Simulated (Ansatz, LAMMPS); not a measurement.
# Elastic response of glassy 55SiO2-24Al2O3-11BaO-11CaO (mol %) (124 atoms): runs compared

How stiff is glassy 55SiO2-24Al2O3-11BaO-11CaO (mol %) (124 atoms), and how do its levels respond to strain?

Computed with Ansatz 0.2.0: Kohn-Sham DFT, PBE, PAW (set soft_2), plane waves.

### 1. The cell as built

The cell holds 124 atoms: 21 Si, 18 Al, 4 Ba, 4 Ca and 77 O. Cell: a = 11.746 Å, b = 11.746 Å, c = 11.746 Å, α = 90.0°, β = 90.0°, γ = 90.0°. 124 atoms (21 Si, 18 Al, 4 Ba, 4 Ca, 77 O) placed at random at 2.93 g/cm³, melted at 4000 K for 10 ps at fixed volume with the Morse and Coulomb pair potential with partial charges (Pedone, Malavasi, Menziani, Cormack and Segre, J. Phys. Chem. B 110, 11780 (2006)). Quenched from 4000 K to 300 K at 60 K/ps and fixed volume, held 10 ps at zero pressure.

Limits known from the start: The quench rate of 60 K/ps far exceeds what a furnace or splat quench reaches, so expect more defects and frozen-in strain than in a real sample. The network of bonds at the start is that of the classical potential that made the cell, and needn't be the one that DFT or experiment would give. Only the Γ point is sampled. No spin–orbit coupling is included, so levels derived from the heavy atoms are approximate.

### 2. The reference run

The reference is a single point at the end of the relaxation.

Every strained cell starts from the geometry of this run, and its atoms are relaxed with the cell held.

Its input, with most atom lines left out:

```yaml
crystal:
  lattice:
    - [11.73569, 0.09489, 0.05194]
    - [0.09489, 12.00808, -0.04089]
    - [0.05194, -0.04089, 11.87433]
  atoms:
    - { symbol: Si, position: [0.48467, 0.76507, 0.89467] }
    - { symbol: Si, position: [0.33453, 0.3413, 0.8379] }
    - { symbol: Si, position: [0.21948, 0.33966, 0.18809] }
    - { symbol: Si, position: [0.435, 0.14783, 0.38521] }
    - { symbol: Si, position: [0.04104, 0.45, 0.02782] }
    - { symbol: Si, position: [0.35218, 0.99347, 0.83084] }
    - { symbol: Si, position: [0.74704, 0.99855, 0.90395] }
    [... atom lines 8 to 124 left out ...]
kpoints:
  mp_grid: { grid: [1, 1, 1] }
hamiltonian:
  xc: pbe
scf:
  occupations: { method: gaussian, width: 0.05 }
output:
  forces: true
  stress: true
  populations: true
  dos:
    method: { smearing: { sigma: 0.08 } }
    de: 0.1
    projected: { site_lists: { Al: [Al], Ba: [Ba], Ca: [Ca], O: [O], Si: [Si] } }
  eigenvalues: true
  write_density: true
  write_potential: true
  volumetric_format: npy
  elf: true
```

```
free energy per atom   : -789.8878 eV/atom
r.m.s. force component : 0.01111 eV/Å
pressure               : -0.01903 GPa
```

Filled and empty levels are parted by 3.89 eV (at Γ alone); a semilocal functional tends to put such gaps too low. In a disordered cell it changes from sample to sample, and tail or defect levels can set it.

### 3. The runs

Each row is one run, on 4 threads of AMD EPYC 9R45, shared host. The free energy is the program's total, comparable only between runs with the same functional, potentials and atoms.

```
                                 run  atoms    outcome  ionic steps, all passes  free energy (eV)     time  host memory (GiB)
           Single point at the start    124  converged                        -        -97935.203    7.1 s                2.4
              Cell and atoms relaxed    124  converged                       23        -97946.088  2.7 min                2.5
Single point at the relaxed geometry    124  converged                        -        -97946.088     12 s                2.5
                         Volume -3 %    124  converged                       14        -97945.774  1.8 min                2.5
                         Volume +3 %    124  converged                        8        -97945.770     68 s                2.6
                         Volume -6 %    124  converged                       16        -97944.733  2.1 min                2.4
                         Volume +6 %    124  converged                        9        -97944.872     79 s                2.7
                        Volume -10 %    124  converged                       15        -97942.191  1.9 min                2.3
            Stretched by 1 % along x    124  converged                        7        -97946.025     59 s                2.5
           Compressed by 1 % along x    124  converged                        5        -97946.028     43 s                2.5
                Sheared by 2 % in xy    124  converged                        7        -97946.024     62 s                2.5
```

In some runs the program notes that the SCF threshold is loose for the stress.

### 4. Pressure against volume

Atoms are relaxed at each volume, in the scaled cell.

```
volume change (%)  volume (Å³/atom)  energy change (meV/atom)  pressure (GPa)  largest move on relaxing (Å)  bonds  gap (eV)
              -10            12.144                     31.42            7.58                          1.02    223                4.20
               -6            12.684                     10.93            4.58                          0.43    216                4.12
               -3            13.089                      2.53            2.15                          0.32    215                4.01
               +0            13.494                      0.00           -0.02                             -    211                3.89
               +3            13.898                      2.56           -2.00                          0.12    211                3.76
               +6            14.303                      9.81           -3.66                          0.32    206                3.62
```

### 5. Uniaxial strain and shear

Stress (GPa, compression positive) less that of the relaxed cell, atoms relaxed:

```
                   strain      xx      yy      zz      xy  energy change (meV/atom)
 stretched by 1 % along x  -1.171  -0.444  -0.412   0.045                      0.50
compressed by 1 % along x   1.236   0.623   0.516   0.016                      0.48
     sheared by 2 % in xy   0.063   0.138   0.072  -0.686                      0.52
```

### 6. What came out

The bulk modulus, from the slope of pressure against ln V over the three points nearest the relaxed volume, is 69.2 GPa; between neighbouring points the slope runs 69, 77, 71, 67 and 58 GPa from the smallest volume up, without a steady fall, so no pressure derivative is given. The count of bonds runs from 206 to 223 over the series, so at some points contacts cross the cutoffs. At -10 % some atom moved by over 0.5 Å on relaxing, so that point may sit in another local minimum. The gap goes from 4.20 eV at the smallest volume to 3.62 eV at the largest, -3.6 eV per unit of ln V by a straight line, on the run's k-points. In the Cartesian axes of the cell, finite differences give C11 = 120, C12 = 53.4, C13 = 46.4 and C66 = 34.3 GPa (the shear of 2 % is the engineering strain, εxy = 0.01). The mean of C11, C12 and C13, which equals the bulk modulus in a cubic or isotropic solid, is 73.4 GPa: it agrees with the bulk modulus within 10 %. For an isotropic solid C66 would equal (C11 − C12)/2 = 33.5 GPa; so small a sample needn't be isotropic, and C66 rests on one shear. With the bulk modulus and C66 as K and G, Young's modulus would be about 88 GPa and Poisson's ratio 0.29.

Caveats: Strains are finite and relaxations stop at the force tolerance of the input, which can leave moduli too stiff; they are those of a static cell at zero temperature. Volumes are changed with the cell's shape held, so in an anisotropic solid the modulus lies over the one under free hydrostatic load. The program notes that the SCF threshold of the relaxations is loose for the stress.

The DFT runs together took 14 min of wall time.

[Logs are printed without paths, hosts, clocks, repeated set-up lines and the standing remarks that a program may print on its own settings, such as how far it seeks lower states.]

[Hosts, paths, dates, database ids (printed as entryN), source tags and the programs' standing remarks are cut or masked in the printed files.]
